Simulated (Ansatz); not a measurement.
## KCrCl3 (P4mm): how robust is the cRPA U?

Wanted: the sensitivity and cost of U and J for KCrCl3 (P4mm).

Method: constrained RPA on LDA, plane waves, PAW, in Ansatz 0.2.0.

Report form: the programs' logs are mostly left out.

## Step 1: Starting point

The structure is tetragonal, space group P4mm (No. 99). Conventional cell: a = 4.978 Å, b = 4.978 Å, c = 4.971 Å, α = 90.00°, β = 90.00°, γ = 90.00°. Nearest to K lie 12 Cl at 3.48 to 3.56 Å. Nearest to Cr lie 6 Cl at 2.49 Å. Nearest to Cl lie 2 Cr at 2.49 Å and 4 K at 3.48 to 3.56 Å. Nearest to Cl lie 2 Cr at 2.49 Å and 4 K at 3.52 Å. Farther neighbours and most contacts between anions are not listed.

The cell and positions are those that the Materials Project relaxed with its own functionals (PBE, PBE+U or r2SCAN), kept fixed. The default PAW set here is soft_2. Its files were made with PBE.

## Step 2: Base: Cr d, bands v2 to c3, 4×4×4 mesh, medium accuracy

Constrained RPA screens the interaction with every transition except those inside the target bands, which a later many-body model would treat itself.

Input file input.yaml:

```yaml
crystal:
  lattice:
    - [0.0, 0.0, -4.97792]
    - [0.0, -4.97792, 0.0]
    - [-4.970616, 0.0, 0.0]
  atoms:
    - { symbol: K, position: [0.0, 0.0, 0.996758] }
    - { symbol: Cr, position: [0.5, 0.5, 0.48507] }
    - { symbol: Cl, position: [0.5, 0.0, 0.485365] }
    - { symbol: Cl, position: [0.5, 0.5, 0.985042] }
    - { symbol: Cl, position: [0.0, 0.5, 0.485365] }
kpoints:
  mp_grid: { grid: [8, 8, 8] }
hamiltonian:
  xc: lda
scf:
  occupations: { method: gaussian, width: 0.08 }
  n_extra_bands: 19
  max_iter: 150
output:
  crpa:
    kmesh: [4, 4, 4]
    target_bands: [v2, c3]
    projections: [{ species: Cr, l: d, shell: 3 }]
  local_orbitals:
    kmesh: [8, 8, 8]
    orbitals: [{ species: Cr, l: d, shell: 3 }]
    window: { bands: [v2, c3] }
    seedname: lo
```

The run is started by

```bash
$ ansatz run input.yaml --threads 4 --pin off --max-ram 9216MiB --backend cpu --events-out ev --progress --plain --runs-dir out
```

It took 6.5 min on 4 threads of Arm Neoverse V1, shared host; peak memory 0.79 GiB.

Numbers from this step:

```yaml
u: 4.550 eV
u_prime_inter_orbital: 3.638 eV
j: 0.4500 eV
bare_v: 17.24 eV
bare_j: 0.5709 eV
stated_bound_on_u: 0.01604 eV
u_over_bare_v: 0.2639
electrons_in_the_window: 4.000
head_of_the_constrained_inverse_dielectric_matrix: 0.3096
least_eigenvalue_of_the_projection_s_overlap: 0.6781
target_functions: 5
bands_in_the_sums: 50
r_m_s_miss_of_the_model_bands: 1.45e-4 eV
width_of_the_target_bands: 2.755 eV
weight_of_the_projected_orbitals_in_the_window: 0.8520
```

On the Cr d shell, screening brings the on-site interaction from 17.2 eV down to U = 4.55 eV.

## Step 3: Changed: 2×2×2 mesh

Changes to input.yaml since step 2:

```diff
@@ -21,9 +21,4 @@
   crpa:
-    kmesh: [4, 4, 4]
+    kmesh: [2, 2, 2]
     target_bands: [v2, c3]
     projections: [{ species: Cr, l: d, shell: 3 }]
-  local_orbitals:
-    kmesh: [8, 8, 8]
-    orbitals: [{ species: Cr, l: d, shell: 3 }]
-    window: { bands: [v2, c3] }
-    seedname: lo
```

Elapsed: 35 s, on 4 threads; peak memory 0.64 GiB.

Numbers from this step:

| Property | Result |
| --- | --- |
| U | 5.087 eV |
| U prime (inter-orbital) | 4.142 eV |
| J | 0.4629 eV |
| bare V | 17.68 eV |
| bare J | 0.5850 eV |
| stated bound on U | 0.01675 eV |
| U over bare V | 0.2878 |
| electrons in the window | 4.000 |
| head of the constrained inverse dielectric matrix | 0.3047 |
| least eigenvalue of the projection's overlap | 0.6781 |
| target functions | 5 |
| bands in the sums | 50 |
| width of the target bands | 2.755 eV |
| weight of the projected orbitals in the window | 0.8520 |

On the Cr d shell, screening brings the on-site interaction from 17.7 eV down to U = 5.09 eV.

## Step 4: Changed: accuracy low

Changes to input.yaml since step 3:

```diff
@@ -21,4 +21,5 @@
   crpa:
-    kmesh: [2, 2, 2]
+    kmesh: [4, 4, 4]
     target_bands: [v2, c3]
     projections: [{ species: Cr, l: d, shell: 3 }]
+    accuracy: low
```

Run time: 4.3 min. Hardware: 4 threads; peak memory 0.73 GiB; 16 min of CPU time.

This step gave:

```yaml
u: 4.532 eV
u_prime_inter_orbital: 3.620 eV
j: 0.4497 eV
bare_v: 17.24 eV
bare_j: 0.5709 eV
stated_bound_on_u: 0.09819 eV
u_over_bare_v: 0.2628
electrons_in_the_window: 4.000
head_of_the_constrained_inverse_dielectric_matrix: 0.3096
least_eigenvalue_of_the_projection_s_overlap: 0.6781
target_functions: 5
bands_in_the_sums: 50
width_of_the_target_bands: 2.755 eV
weight_of_the_projected_orbitals_in_the_window: 0.8520
```

On the Cr d shell, screening brings the on-site interaction from 17.2 eV down to U = 4.53 eV.

## Step 5: Changed: sums over states

Changes to input.yaml since step 4:

```diff
@@ -24,2 +24,4 @@
     projections: [{ species: Cr, l: d, shell: 3 }]
-    accuracy: low
+    accuracy: sum_over_states
+    n_empty_bands: 88
+    ecut_chi: 250
```

Wall time 100 s (4 threads); peak memory 0.89 GiB; 6.3 min of CPU time.

This variant gives U = 4.65 eV against 4.55 eV. It is a finite sum over empty states with no bound on its error and stays out of the table below.

## Step 6: Changed: sums without a band count

Changes to input.yaml since step 5:

```diff
@@ -25,3 +25 @@
     accuracy: sum_over_states
-    n_empty_bands: 88
-    ecut_chi: 250
```

The job ended after 0.1 s (4 threads; peak memory 0.088 GiB).

The program refused the input before any cycle.

The program's message: “Error: 2 input errors — fix all and re-run”

The fault put into this input: sums without a band count.

## Step 7: Changed: r2SCAN

This step: constrained RPA on r2SCAN, plane waves, PAW.

Changes to input.yaml since step 6:

```diff
@@ -14,3 +14,3 @@
 hamiltonian:
-  xc: lda
+  xc: r2scan
 scf:
@@ -24,2 +24 @@
     projections: [{ species: Cr, l: d, shell: 3 }]
-    accuracy: sum_over_states
```

It took 8 min on 4 threads; peak memory 1.1 GiB; 31 min of CPU time.

This step gave:

```
U                                                 : 5.115 eV
U prime (inter-orbital)                           : 4.154 eV
J                                                 : 0.4819 eV
bare V                                            : 17.85 eV
bare J                                            : 0.6007 eV
stated bound on U                                 : 0.01660 eV
U over bare V                                     : 0.2866
electrons in the window                           : 4.000
head of the constrained inverse dielectric matrix : 0.3391
least eigenvalue of the projection's overlap      : 0.7179
target functions                                  : 5
bands in the sums                                 : 50
width of the target bands                         : 3.439 eV
weight of the projected orbitals in the window    : 0.8625
```

On the Cr d shell, screening brings the on-site interaction from 17.8 eV down to U = 5.11 eV.

## Step 8: Changed: volume +3 %

This step: constrained RPA on LDA, plane waves, PAW.

The cell differs from the one that the last finished run ended in (a 4.978 → 5.027 Å, b 4.978 → 5.027 Å, c 4.971 → 5.020 Å).

Changes to input.yaml since step 7:

```diff
@@ -2,5 +2,5 @@
   lattice:
-    - [0.0, 0.0, -4.97792]
-    - [0.0, -4.97792, 0.0]
-    - [-4.970616, 0.0, 0.0]
+    - [0.0, 0.0, -5.0272095422]
+    - [0.0, -5.0272095422, 0.0]
+    - [-5.0198332206, 0.0, 0.0]
   atoms:
@@ -14,3 +14,3 @@
 hamiltonian:
-  xc: r2scan
+  xc: lda
 scf:
@@ -24 +24,6 @@
     projections: [{ species: Cr, l: d, shell: 3 }]
+  local_orbitals:
+    kmesh: [8, 8, 8]
+    orbitals: [{ species: Cr, l: d, shell: 3 }]
+    window: { bands: [v2, c3] }
+    seedname: lo
```

Run time: 7.6 min. Hardware: 4 threads; peak memory 0.81 GiB.

This step gave:

| Property | Result |
| --- | --- |
| U | 4.603 eV |
| U prime (inter-orbital) | 3.684 eV |
| J | 0.4540 eV |
| bare V | 17.34 eV |
| bare J | 0.5756 eV |
| stated bound on U | 0.01293 eV |
| U over bare V | 0.2654 |
| electrons in the window | 4.000 |
| head of the constrained inverse dielectric matrix | 0.3144 |
| least eigenvalue of the projection's overlap | 0.6834 |
| target functions | 5 |
| bands in the sums | 50 |
| r.m.s. miss of the model bands | 1.20e-4 eV |
| width of the target bands | 2.599 eV |
| weight of the projected orbitals in the window | 0.8565 |

On the Cr d shell, screening brings the on-site interaction from 17.3 eV down to U = 4.60 eV.

## Step 9: Changed: potentials

This step: constrained RPA on LDA, plane waves, norm-conserving pseudopotentials.

Changes to input.yaml since step 8:

```diff
@@ -2,5 +2,5 @@
   lattice:
-    - [0.0, 0.0, -5.0272095422]
-    - [0.0, -5.0272095422, 0.0]
-    - [-5.0198332206, 0.0, 0.0]
+    - [0.0, 0.0, -4.97792]
+    - [0.0, -4.97792, 0.0]
+    - [-4.970616, 0.0, 0.0]
   atoms:
@@ -15,2 +15,3 @@
   xc: lda
+  pseudopotentials: { kind: nc }
 scf:
@@ -24,6 +25 @@
     projections: [{ species: Cr, l: d, shell: 3 }]
-  local_orbitals:
-    kmesh: [8, 8, 8]
-    orbitals: [{ species: Cr, l: d, shell: 3 }]
-    window: { bands: [v2, c3] }
-    seedname: lo
```

The job ended after 24 min (4 threads; peak memory 2.2 GiB; 1.5 h of CPU time).

Numbers from this step:

```
U                                                 : 4.555 eV
U prime (inter-orbital)                           : 3.648 eV
J                                                 : 0.4467 eV
bare V                                            : 17.20 eV
bare J                                            : 0.5688 eV
stated bound on U                                 : 0.01423 eV
U over bare V                                     : 0.2648
electrons in the window                           : 4.000
head of the constrained inverse dielectric matrix : 0.3109
least eigenvalue of the projection's overlap      : 0.6776
target functions                                  : 5
bands in the sums                                 : 50
width of the target bands                         : 2.751 eV
weight of the projected orbitals in the window    : 0.8519
```

On the Cr d shell, screening brings the on-site interaction from 17.2 eV down to U = 4.56 eV.

## Step 10: Side by side

Times are wall times on 4 threads of Arm Neoverse V1, shared host, good to a factor of about two.

| run | bare V (eV) | U (eV) | J (eV) | bound on U (eV) | width (eV) | time |
| --- | --- | --- | --- | --- | --- | --- |
| target window | 17.24 | 4.550 | 0.450 | 0.0160 | 2.76 | 6.5 min |
| 2×2×2 mesh | 17.68 | 5.087 | 0.463 | 0.0168 | 2.76 | 35 s |
| accuracy low | 17.24 | 4.532 | 0.450 | 0.0982 | 2.76 | 4.3 min |
| r2SCAN | 17.85 | 5.115 | 0.482 | 0.0166 | 3.44 | 8 min |
| volume +3 % | 17.34 | 4.603 | 0.454 | 0.0129 | 2.60 | 7.6 min |
| potentials | 17.20 | 4.555 | 0.447 | 0.0142 | 2.75 | 24 min |

## Step 11: Results

```yaml
target_window: U 4.55 eV, J 0.45 eV
2x2x2_mesh: U 5.09 eV, J 0.46 eV
accuracy_low: U 4.53 eV, J 0.45 eV
r2scan: U 5.11 eV, J 0.48 eV
volume_plus_3: U 4.60 eV, J 0.45 eV
potentials: U 4.56 eV, J 0.45 eV
```

2×2×2 mesh moves U by +0.54 eV at 0.090 times the time. Accuracy low moves U by −0.02 eV (within the solver's bounds, for the mean over orbitals). r2SCAN moves U by +0.56 eV. Volume +3 % moves U by +0.05 eV. Potentials moves U by +0.01 eV (within the solver's bounds, for the mean over orbitals) at 3.7 times the time. The printed bound covers the solver alone, not the mesh, and no denser mesh than the base was run. The parent state is non-magnetic and the interaction static (zero frequency); U depends on the window and the orbitals, so it belongs to this model alone.

[Paths, hosts, dates, memory and timing lines, banners, echoed tables and standing remarks are left out of the program output.]

[Logs are printed without paths, hosts, clocks, repeated set-up lines and the standing remarks that a program may print on its own settings, such as how far it seeks lower states.]

[Runs of the session that timed out or met a known fault of the program may be left out.]

[Hosts, paths, dates, database ids (printed as entryN), source tags and the programs' standing remarks are cut or masked in the printed files.]
